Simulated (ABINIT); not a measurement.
# Li3Ta (Fm-3m): zone-centre phonons

Which modes does Li3Ta (Fm-3m) have at the zone centre?

Program: ABINIT 10.8.3. Level of theory: DFT PBE, scalar-relativistic, plane waves, PseudoDojo norm-conserving pseudopotentials. Results are calculated unless marked as measured.

Report form: the programs' logs are mostly left out.

The structure was built from a prototype and need not be the compound's stable phase.

### 1. Starting point

Symmetry: Fm-3m, No. 225, cubic system. Conventional cell: a = 6.775 Å, b = 6.775 Å, c = 6.775 Å, α = 90.00°, β = 90.00°, γ = 90.00°. Ta has 8 Li at 2.93 Å nearest. Nearest to Li lie 8 Li at 2.93 Å. Li has 4 Li at 2.93 Å and 4 Ta at 2.93 Å nearest. Farther neighbours are not listed.

### 2. A probe with smearing

A first run with smearing and empty bands tells whether the crystal has a gap, which decides between fixed occupations and smearing later on.

probe.abi

```
# ground state
tolvrs 1.0d-08
prtden 1
prtwf 1

# basis, mesh and filling
ecut 33.0
ngkpt 6 6 6
nshiftk 1
shiftk 0.0 0.0 0.0
istwfk *1
occopt 7
tsmear 0.005
nband 18
nstep 100
diemac 9.0
prtebands 0
prtgsr 0
useylm 1

# cell and atoms
acell 9.053627384 9.053627384 9.053627384
rprim 
    -0.7071067812 0.0 0.7071067812
    0.0 0.7071067812 0.7071067812
    -0.7071067812 0.7071067812 0.0
ntypat 2
znucl 73 3
natom 4
typat 1 2 2 2
xred 
    0.0 0.0 0.0
    0.5 0.5 0.5
    0.75 0.75 0.75
    0.25 0.25 0.25
pp_dirpath "./pseudo"
pseudos "Ta.upf, Li.upf"
```

Started as:

```
$ OMP_NUM_THREADS=1 mpirun -n 4 abinit probe.abi > probe.log
```

Elapsed: 21 s, on 4 MPI ranks of Arm Neoverse N1, shared host; 84 s of CPU time.

Read from the output:

- volume per atom: 19.44 Å³
- pressure: -5.866 GPa
- gap on the k-mesh: 0 eV

No gap opens on this mesh, so smearing is kept; the printed pressure holds the stress of the finite basis too.

### 3. Rough relaxation

The typed start is rough, so a first relaxation with smearing and loose thresholds takes it towards rest cheaply.

prerelax.abi

```
# relaxation
ionmov 2
optcell 2
dilatmx 1.15
chkdilatmx 0
ntime 40
tolmxf 3.0d-04
tolvrs 1.0d-10
prtwf 0
prtden 0
chksymtnons 0

# basis, mesh and filling
ecut 33.0
ecutsm 3.0
ngkpt 4 4 4
nshiftk 1
shiftk 0.0 0.0 0.0
istwfk *1
occopt 7
tsmear 0.005
nband 18
nstep 100
diemac 1000000.0
prtebands 0
prtgsr 0
useylm 1

# cell and atoms
acell 9.053627384 9.053627384 9.053627384
rprim 
    -0.7071067812 0.0 0.7071067812
    0.0 0.7071067812 0.7071067812
    -0.7071067812 0.7071067812 0.0
ntypat 2
znucl 73 3
natom 4
typat 1 2 2 2
xred 
    0.0 0.0 0.0
    0.5 0.5 0.5
    0.75 0.75 0.75
    0.25 0.25 0.25
pp_dirpath "./pseudo"
pseudos "Ta.upf, Li.upf"
```

Started as:

```
$ OMP_NUM_THREADS=1 mpirun -n 4 abinit prerelax.abi > prerelax.log
```

Wall time 86 s (4 MPI ranks).

The steps of the relaxation:

| step | energy less that of the first step (eV) | largest force (eV/Å) | volume (Å³) |
| --- | --- | --- | --- |
| 1 | 0.0000 | 0.0000 | 77.76 |
| 2 | -0.0534 | 0.0000 | 76.32 |
| 3 | -0.3036 | 0.0000 | 57.96 |
| 4 | -0.3483 | 0.0000 | 63.52 |
| 5 | -0.3509 | 0.0000 | 62.48 |

| conventional cell, symmetrised | before | after | change |
| --- | --- | --- | --- |
| a (Å) | 6.775 | 6.299 | -7.0 % |
| b (Å) | 6.775 | 6.299 | -7.0 % |
| c (Å) | 6.775 | 6.299 | -7.0 % |
| volume (Å³/atom) | 19.44 | 15.62 | -19.7 % |

The relaxed structure:

```xyz
4
Lattice="-3.1494 0.0000 3.1494 0.0000 3.1494 3.1494 -3.1494 3.1494 0.0000" Properties=species:S:1:pos:R:3 pbc="T T T"
Ta    0.0000    0.0000    0.0000
Li   -3.1494    3.1494    3.1494
Li   -4.7242    4.7242    4.7242
Li   -1.5747    1.5747    1.5747
```

Numbers from this step:

- volume per atom: 15.62 Å³
- pressure: -0.06235 GPa

The volume changes by -19.7 % in this run and stands -19.7 % from the first cell.

### 4. Rough relaxation

The cell changed much, so the rough relaxation is repeated on a basis made for the new cell.

prerelax.abi, as its differences from that of step 3:

```diff
@@ -29,3 +29,3 @@
 # cell and atoms
-acell 9.053627384 9.053627384 9.053627384
+acell 8.416810947 8.416810947 8.416810947
 rprim
```

The job ended after 18 s (4 MPI ranks).

Little changed from the start: no atom moved by 0.005 Å and no cell edge by 0.1 %.

The volume changes by +0.0 % in this run and stands -19.7 % from the first cell.

### 5. Relaxation

The harmonic expansion needs vanishing forces, and a free crystal bears no stress, so cell and atoms are brought to rest. Stress is more sensitive to the basis than forces are: the last 3 Ha under the cutoff are smoothed with ecutsm, and the cutoff is raised above that of the later runs.

relax.abi, as its differences from prerelax.abi of step 4:

```diff
@@ -3,7 +3,6 @@
 optcell 2
-dilatmx 1.15
-chkdilatmx 0
+dilatmx 1.08
 ntime 40
-tolmxf 3.0d-04
-tolvrs 1.0d-10
+tolmxf 1.0d-05
+tolvrs 1.0d-14
 prtwf 0
@@ -13,5 +12,5 @@
 # basis, mesh and filling
-ecut 33.0
+ecut 41.0
 ecutsm 3.0
-ngkpt 4 4 4
+ngkpt 8 8 8
 nshiftk 1
@@ -19,4 +18,4 @@
 istwfk *1
-occopt 7
-tsmear 0.005
+occopt 6
+tsmear 0.01
 nband 18
```

Started as:

```
$ OMP_NUM_THREADS=1 mpirun -n 4 abinit relax.abi > relax.log
```

Run time: 3.1 min. Hardware: 4 MPI ranks; 12 min of CPU time.

The steps of the relaxation:

| step | energy less that of the first step (eV) | largest force (eV/Å) | volume (Å³) |
| --- | --- | --- | --- |
| 1 | 0.0000 | 0.0000 | 62.48 |
| 2 | -0.0001 | 0.0000 | 62.53 |
| 3 | -0.0003 | 0.0000 | 62.88 |

| conventional cell, symmetrised | before | after | change |
| --- | --- | --- | --- |
| a (Å) | 6.299 | 6.312 | +0.2 % |
| b (Å) | 6.299 | 6.312 | +0.2 % |
| c (Å) | 6.299 | 6.312 | +0.2 % |
| volume (Å³/atom) | 15.62 | 15.72 | +0.6 % |

Final coordinates:

```xyz
4
Lattice="-3.1561 0.0000 3.1561 0.0000 3.1561 3.1561 -3.1561 3.1561 0.0000" Properties=species:S:1:pos:R:3 pbc="T T T"
Ta    0.0000    0.0000    0.0000
Li   -3.1561    3.1561    3.1561
Li   -4.7342    4.7342    4.7342
Li   -1.5781    1.5781    1.5781
```

Numbers from this step:

| Quantity | Value |
| --- | --- |
| volume per atom | 15.72 Å³ |
| pressure | 0.001732 GPa |

The volume changes by +0.6 % in this run and stands -19.1 % from the first cell.

### 6. Ground state

The response is built on these wavefunctions, so the potential is converged far more tightly than an energy would need. Smearing stays on, as the first look found no gap above 0.3 eV.

gs.abi

```
# ground state
tolvrs 1.0d-16
prtden 1
prtwf 1

# basis, mesh and filling
ecut 33.0
ngkpt 8 8 8
nshiftk 1
shiftk 0.0 0.0 0.0
istwfk *1
occopt 6
tsmear 0.01
nband 18
nstep 100
diemac 1000000.0
prtebands 0
prtgsr 0
useylm 1

# cell and atoms
acell 8.434733003 8.434733003 8.434733003
rprim 
    -0.7071067812 0.0 0.7071067812
    0.0 0.7071067812 0.7071067812
    -0.7071067812 0.7071067812 0.0
ntypat 2
znucl 73 3
natom 4
typat 1 2 2 2
xred 
    0.0 0.0 0.0
    0.5 0.5 0.5
    0.75 0.75 0.75
    0.25 0.25 0.25
pp_dirpath "./pseudo"
pseudos "Ta.upf, Li.upf"
```

Started as:

```
$ OMP_NUM_THREADS=1 mpirun -n 4 abinit gs.abi > gs.log
```

The job ended after 48 s (4 MPI ranks).

This step gave:

* pressure: -0.3198 GPa

The cell stands at -0.32 GPa: the relaxation ran with a smoothed and higher cutoff, and the difference is a stress of the finite basis.

### 7. Zone-centre response

At q = 0 one unit cell holds all displacements. The response is solved for single atoms along the cell's directions, and symmetry skips those that follow from others. The crystal is treated as a metal, which screens a static field, so no field response is asked.

dfpt_gamma.abi

```

# common to the responses
getwfk_filepath "gso_WFK"
kptopt 2
nqpt 1
qpt 0.0 0.0 0.0
asr 0
chneut 0

# displacements
rfphon 1
rfatpol 1 4
rfdir 1 1 1
tolvrs 1.0d-10
prtwf 0

# basis, mesh and filling
ecut 33.0
ngkpt 8 8 8
nshiftk 1
shiftk 0.0 0.0 0.0
istwfk *1
occopt 6
tsmear 0.01
nband 18
nstep 100
diemac 1000000.0
prtebands 0
prtgsr 0
useylm 1

# cell and atoms
acell 8.434733003 8.434733003 8.434733003
rprim 
    -0.7071067812 0.0 0.7071067812
    0.0 0.7071067812 0.7071067812
    -0.7071067812 0.7071067812 0.0
ntypat 2
znucl 73 3
natom 4
typat 1 2 2 2
xred 
    0.0 0.0 0.0
    0.5 0.5 0.5
    0.75 0.75 0.75
    0.25 0.25 0.25
pp_dirpath "./pseudo"
pseudos "Ta.upf, Li.upf"
```

Started as:

```
$ OMP_NUM_THREADS=1 mpirun -n 4 abinit dfpt_gamma.abi > dfpt_gamma.log
```

The job ended after 6.8 min (4 MPI ranks).

Numbers from this step:

| Quantity | Value |
| --- | --- |
| largest acoustic frequency at the zone centre before the sum rule | 1.91 cm⁻¹ |
| highest optical zone-centre mode (no LO-TO term) | 440.2 cm⁻¹ |
| lowest optical zone-centre mode | 294.0 cm⁻¹ |

The acoustic modes at Γ come out as far as 1.9 cm⁻¹ from zero, where they should vanish, a small numerical error.

### 8. Modes with the sum rule

anaddb reads the merged derivatives and imposes the acoustic sum rule.

anaddb.abi

```
ddb_filepath "gamma_DDB"
output_file "anaddb.abo"
outdata_prefix "anaddb"
asr 1
chneut 1
enunit 2
eivec 1
nph1l 1
qph1l 0.0 0.0 0.0 1.0
```

mrgddb.in

```
gamma_DDB
merged
2
dfpt_gammao_DDB
gso_DDB
```

Started as:

```
$ mrgddb < mrgddb.in > mrgddb.log
$ OMP_NUM_THREADS=1 anaddb anaddb.abi > anaddb.log
```

Run time: 0.54 s. Hardware: 1 thread.

Numbers from this step:

- highest optical zone-centre mode (no LO-TO term): 440.1 cm⁻¹

No LO-TO term; unit eigenvectors of the mass-weighted matrix, from anaddb's displacements. Modes at Γ, with each element's share of the kinetic energy:

| mode | frequency (cm⁻¹) | symmetry | Ta % | Li % |
| --- | --- | --- | --- | --- |
| 1 | 0.0 | acoustic | 90 | 10 |
| 2 | 0.0 | acoustic | 90 | 10 |
| 3 | 0.0 | acoustic | 90 | 10 |
| 4 | 294.0 | T1u | 9 | 91 |
| 5 | 294.0 | T1u | 9 | 91 |
| 6 | 294.0 | T1u | 9 | 91 |
| 7 | 394.1 | T2g | 0 | 100 |
| 8 | 394.1 | T2g | 0 | 100 |
| 9 | 394.1 | T2g | 0 | 100 |
| 10 | 440.1 | T1u | 2 | 98 |
| 11 | 440.1 | T1u | 2 | 98 |
| 12 | 440.1 | T1u | 2 | 98 |

Displacements in mode 4 (294.0 cm⁻¹), the largest set to 1:
```
Ta1  0.00  0.00 -0.07
Li2  0.00  0.00  1.00
Li3  0.00  0.00  0.42
Li4  0.00  0.00  0.42
```

Displacements in mode 7 (394.1 cm⁻¹), the largest set to 1:
```
Ta1  0.00  0.00  0.00
Li2  0.00  0.00  0.00
Li3  0.00  0.00  1.00
Li4  0.00  0.00 -1.00
```

The rule moves no optical mode by more than 0.1 cm⁻¹.

### 9. Sum rules set otherwise (asr 0)

Without the rule the raw error of the acoustic modes shows.

anaddb.abi, as its differences from that of step 8:

```diff
@@ -3,4 +3,4 @@
 outdata_prefix "anaddb"
-asr 1
-chneut 1
+asr 0
+chneut 0
 enunit 2
```

mrgddb.in is that of step 8.

The job ended after 0.54 s (1 thread).

This step gave:

- highest optical zone-centre mode (no LO-TO term): 440.2 cm⁻¹

Zone-centre frequencies as printed; negative means imaginary. Modes:

| mode | frequency (cm⁻¹) |
| --- | --- |
| 1 | 1.91 |
| 2 | 1.91 |
| 3 | 1.91 |
| 4 | 294 |
| 5 | 294 |
| 6 | 294 |
| 7 | 394.1 |
| 8 | 394.1 |
| 9 | 394.1 |
| 10 | 440.2 |
| 11 | 440.2 |
| 12 | 440.2 |

### 10. Results

```yaml
space_group_after_relaxation: Fm-3m
volume_per_atom: 15.7 Å³
highest_optical_zone_centre_mode_no_lo_to_term: 440.1 cm⁻¹
lowest_optical_zone_centre_mode: 294.0 cm⁻¹
imaginary_optical_modes_at_the_zone_centre_no_q_mesh_in_this_session: none
```

**Reading.** At the PBE level the optical modes of Li3Ta (Fm-3m) at the zone centre run from 294 to 440 cm⁻¹. The base run prints -0.32 GPa, mostly the error of a finite basis; the relaxation, with a smoothed and higher cutoff, had brought the cell to rest. These are harmonic frequencies at zero temperature: anharmonic shifts and linewidths and thermal expansion are left out. Spin-orbit coupling is left out, which can matter for the heavy elements here. In a metal the frequencies hang on the k mesh and the smearing, most of all near Kohn anomalies. The structure is a hypothetical one, built on a prototype.

[Host names and launcher messages were left out of these logs when they were recorded.]

[Logs are printed without paths, hosts, clocks, repeated set-up lines and the standing remarks that a program may print on its own settings, such as how far it seeks lower states.]

[Hosts, paths, dates, database ids (printed as entryN), source tags and the programs' standing remarks are cut or masked in the printed files.]
